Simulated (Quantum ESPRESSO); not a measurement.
## Projected density of states of magnetic LaCrGe3

Aim: the densities of states of LaCrGe3 in the lowest state of several starts.

Program: Quantum ESPRESSO 7.5. Level of theory: LDA; plane waves with GBRV 1.5 LDA potentials, no spin-orbit coupling. Results are calculated unless marked as measured.

## 1. Set-up

It takes space group P6_3/mmc (No. 194, hexagonal). Conventional cell: a = 6.200 Å, b = 6.200 Å, c = 5.766 Å, α = 90.00°, β = 90.00°, γ = 120.00°. Nearest to La lie 12 Ge at 3.11 to 3.25 Å. Nearest to Cr lie 6 Ge at 2.53 Å. Nearest to Ge lie 2 Cr at 2.53 Å and 2 Ge at 2.60 Å and 4 La at 3.11 to 3.25 Å. Farther neighbours are not listed.

The cell comes from the Crystallography Open Database.

## 2. Ground-state run

This state came out lowest in a comparison of starts that is told elsewhere.

pw.in

```
&CONTROL
  calculation = 'scf'
  prefix = 'pwscf'
  outdir = './tmp'
  pseudo_dir = './pseudo'
  disk_io = 'low'
/
&SYSTEM
  ibrav = 0
  celldm(1) = 8
  nat = 10
  ntyp = 3
  ecutwfc = 40
  ecutrho = 280
  nbnd = 90
  occupations = 'smearing'
  smearing = 'fd'
  degauss = 0.00734986
  nspin = 2
  starting_magnetization(1) = 0
  starting_magnetization(2) = 0.1786
  starting_magnetization(3) = 0
/
&ELECTRONS
  conv_thr = 2d-08
  electron_maxstep = 150
  mixing_beta = 0.3
/
ATOMIC_SPECIES
La    138.9055 la_lda_v1.uspp.F.UPF
Cr     51.9961 cr_lda_v1.5.uspp.F.UPF
Ge     72.6300 ge_lda_v1.4.uspp.F.UPF
CELL_PARAMETERS alat
   1.4646322328912    0.0000000000000    0.0000000000000
  -0.7323161164456    1.2684087208794    0.0000000000000
   0.0000000000000    0.0000000000000    1.3620201043240
ATOMIC_POSITIONS crystal
La      0.3333333333    0.6666666667    0.7500000000
La      0.6666666667    0.3333333333    0.2500000000
Cr      0.0000000000    0.0000000000    0.0000000000
Cr      0.0000000000    0.0000000000    0.5000000000
Ge      0.1933500000    0.3867000000    0.2500000000
Ge      0.8066500000    0.1933500000    0.7500000000
Ge      0.6133000000    0.8066500000    0.2500000000
Ge      0.8066500000    0.6133000000    0.7500000000
Ge      0.1933500000    0.8066500000    0.2500000000
Ge      0.3867000000    0.1933500000    0.7500000000
K_POINTS automatic
6 6 6 0 0 0
```

On the command line:

```
> OMP_NUM_THREADS=1 mpirun -n 4 pw.x -nk 4 -in pw.in > pw.out
```

The log of the run:

```text
Program PWSCF v.7.5 starts

     Message from routine setup:
     using ibrav=0 with symmetry is DISCOURAGED, use correct ibrav instead

     K-points division:     npool     =       4
     Subspace diagonalization in iterative solution of the eigenvalue problem:

     bravais-lattice index     =            0
     lattice parameter (alat)  =       8.0000  a.u.
     unit-cell volume          =    1295.5115 (a.u.)^3
     number of atoms/cell      =           10
     number of atomic types    =            3
     number of electrons       =       134.00
     number of Kohn-Sham states=           90
     kinetic-energy cutoff     =      40.0000  Ry
     charge density cutoff     =     280.0000  Ry
     scf convergence threshold =      2.0E-08
     mixing beta               =       0.3000
     number of iterations used =            8  plain     mixing
     Exchange-correlation=  SLA  PZ   NOGX NOGC
                           (   1   1   0   0   0   0   0)

     celldm(1)=   8.000000  celldm(2)=   0.000000  celldm(3)=   0.000000
     celldm(4)=   0.000000  celldm(5)=   0.000000  celldm(6)=   0.000000

     crystal axes: (cart. coord. in units of alat)
               a(1) = (   1.464632   0.000000   0.000000 )
               a(2) = (  -0.732316   1.268409   0.000000 )
               a(3) = (   0.000000   0.000000   1.362020 )

     reciprocal axes: (cart. coord. in units 2 pi/alat)
               b(1) = (  0.682765  0.394195 -0.000000 )
               b(2) = (  0.000000  0.788389  0.000000 )
               b(3) = (  0.000000 -0.000000  0.734204 )

     PseudoPot. # 1 for La read from file:
     la_lda_v1.uspp.F.UPF
     Pseudo is Ultrasoft + core correction, Zval = 11.0

     PseudoPot. # 2 for Cr read from file:
     cr_lda_v1.5.uspp.F.UPF
     Pseudo is Ultrasoft + core correction, Zval = 14.0

     PseudoPot. # 3 for Ge read from file:
     ge_lda_v1.4.uspp.F.UPF
     Pseudo is Ultrasoft + core correction, Zval = 14.0

     atomic species   valence    mass     pseudopotential
     La               11.00   138.90550     La( 1.00)
     Cr               14.00    51.99610     Cr( 1.00)
     Ge               14.00    72.63000     Ge( 1.00)

     Starting magnetic structure
     atomic species   magnetization
     La              0.000
     Cr              0.179
     Ge              0.000

     24 Sym. Ops., with inversion, found (12 have fractional translation)

   Cartesian axes

     site n.     atom                  positions (alat units)
         1        La     tau(   1) = (  -0.0000000   0.8456058   1.0215151  )
         2        La     tau(   2) = (   0.7323161   0.4228029   0.3405050  )
         3        Cr     tau(   3) = (   0.0000000   0.0000000   0.0000000  )
         4        Cr     tau(   4) = (   0.0000000   0.0000000   0.6810101  )
         5        Ge     tau(   5) = (  -0.0000000   0.4904937   0.3405050  )
         6        Ge     tau(   6) = (   1.0398523   0.2452468   1.0215151  )
         7        Ge     tau(   7) = (   0.3075362   1.0231619   0.3405050  )
         8        Ge     tau(   8) = (   0.7323161   0.7779151   1.0215151  )
         9        Ge     tau(   9) = (  -0.3075362   1.0231619   0.3405050  )
        10        Ge     tau(  10) = (   0.4247800   0.2452468   1.0215151  )

     number of k points=    28  Fermi-Dirac smearing, width (Ry)=  0.0073
                       cart. coord. in units 2pi/alat
        k(    1) = (   0.0000000   0.0000000   0.0000000), wk =   0.0046296
        k(    2) = (   0.0000000   0.0000000   0.1223673), wk =   0.0092593
        k(    3) = (   0.0000000   0.0000000   0.2447345), wk =   0.0092593
        k(    4) = (   0.0000000   0.0000000  -0.3671018), wk =   0.0046296
        k(    5) = (   0.0000000   0.1313982   0.0000000), wk =   0.0277778
        [... 23 further k-points ...]

     Dense  grid:   102491 G-vectors     FFT dimensions: (  64,  64,  60)

     Smooth grid:    44245 G-vectors     FFT dimensions: (  48,  48,  48)

     Check: negative core charge=   -0.000002
     Generating pointlists ...
     new r_m :   0.3034 (alat units)  2.4269 (a.u.) for type    1
     new r_m :   0.2463 (alat units)  1.9704 (a.u.) for type    2
     new r_m :   0.2463 (alat units)  1.9704 (a.u.) for type    3

     Initial potential from superposition of free atoms

     starting charge     131.9384, renormalised to     134.0000

     negative rho (up, down):  8.545E-02 8.501E-02
     Starting wfcs are  114 randomized atomic wfcs

     Self-consistent Calculation

     iteration #  1     ecut=    40.00 Ry     beta= 0.30
     Davidson diagonalization with overlap
     ethr =  1.00E-02,  avg # of iterations =  2.0

     negative rho (up, down):  8.105E-02 8.137E-02

     total energy              =   -1827.01959431 Ry
     estimated scf accuracy    <      18.13250024 Ry

     total magnetization       =     1.96 Bohr mag/cell
     absolute magnetization    =     2.34 Bohr mag/cell

     iteration #  2     ecut=    40.00 Ry     beta= 0.30
     Davidson diagonalization with overlap
     ethr =  1.00E-02,  avg # of iterations =  5.4

     negative rho (up, down):  2.473E-02 2.527E-02

     total energy              =   -1831.90255036 Ry
     estimated scf accuracy    <      56.81880768 Ry

     total magnetization       =     0.10 Bohr mag/cell
     absolute magnetization    =     0.19 Bohr mag/cell

     [... further iterations left out ...]

     iteration # 17     ecut=    40.00 Ry     beta= 0.30
     Davidson diagonalization with overlap
     ethr =  3.29E-11,  avg # of iterations =  4.2

     negative rho (up, down):  5.548E-02 5.370E-02

     total energy              =   -1834.26717885 Ry
     estimated scf accuracy    <       0.00000004 Ry

     total magnetization       =     2.60 Bohr mag/cell
     absolute magnetization    =     3.60 Bohr mag/cell

     iteration # 18     ecut=    40.00 Ry     beta= 0.30
     Davidson diagonalization with overlap
     ethr =  2.68E-11,  avg # of iterations =  2.2

     negative rho (up, down):  5.548E-02 5.370E-02

     Magnetic moment per site  (integrated on atomic sphere of radius R)
     atom   1 (R=0.303)  charge=  8.3352  magn= -0.0432
     atom   2 (R=0.303)  charge=  8.3352  magn= -0.0432
     atom   3 (R=0.246)  charge= 12.2502  magn=  1.4051
     atom   4 (R=0.246)  charge= 12.2502  magn=  1.4051
     atom   5 (R=0.246)  charge= 12.0298  magn= -0.0286
     atom   6 (R=0.246)  charge= 12.0298  magn= -0.0286
     atom   7 (R=0.246)  charge= 12.0298  magn= -0.0286
     atom   8 (R=0.246)  charge= 12.0298  magn= -0.0286
     atom   9 (R=0.246)  charge= 12.0298  magn= -0.0286
     atom  10 (R=0.246)  charge= 12.0298  magn= -0.0286

     End of self-consistent calculation

     [... lines left out ...]
     the Fermi energy is    13.0758 ev

!    total energy              =   -1834.26717885 Ry
     estimated scf accuracy    <          2.7E-10 Ry
     smearing contrib. (-TS)   =      -0.01051167 Ry
     internal energy E=F+TS    =   -1834.25666719 Ry

     The total energy is F=E-TS. E is the sum of the following terms:
     one-electron contribution =    -942.63789214 Ry
     hartree contribution      =     583.98533273 Ry
     xc contribution           =    -486.25965522 Ry
     ewald contribution        =    -989.34445256 Ry

     total magnetization       =     2.60 Bohr mag/cell
     absolute magnetization    =     3.60 Bohr mag/cell

     convergence has been achieved in  18 iterations

=------------------------------------------------------------------------------=
   JOB DONE.
=------------------------------------------------------------------------------=
```

It took 2.2 min on 4 MPI ranks of AMD EPYC 9R45, shared host; peak memory 1.9 GiB.

Spin moment in the atom's sphere by atom:

```csv
atom,spin moment in the atom's sphere (μB)
La1,-0.04
La2,-0.04
Cr3,1.41
Cr4,1.41
Ge5,-0.03
Ge6,-0.03
Ge7,-0.03
Ge8,-0.03
Ge9,-0.03
Ge10,-0.03
```

This step gave:

```yaml
smearing_term_ts: 0.1430 eV
magnetization: 2.598 μB
absolute_magnetization: 3.597 μB
final_state: ferromagnetic
```

(Continued in part 2 of 2.)

[Logs and program files are shortened in this print: banners, set-up blocks, solver, clock and traceback lines can be left out without a mark of their own.]

[Logs are printed without paths, hosts, clocks, repeated set-up lines and the standing remarks that a program may print on its own settings, such as how far it seeks lower states.]

[Hosts, paths, dates, database ids (printed as entryN), source tags and the programs' standing remarks are cut or masked in the printed files.]

[Where a cell is said to come from a database of computed structures, the database is the Materials Project.]
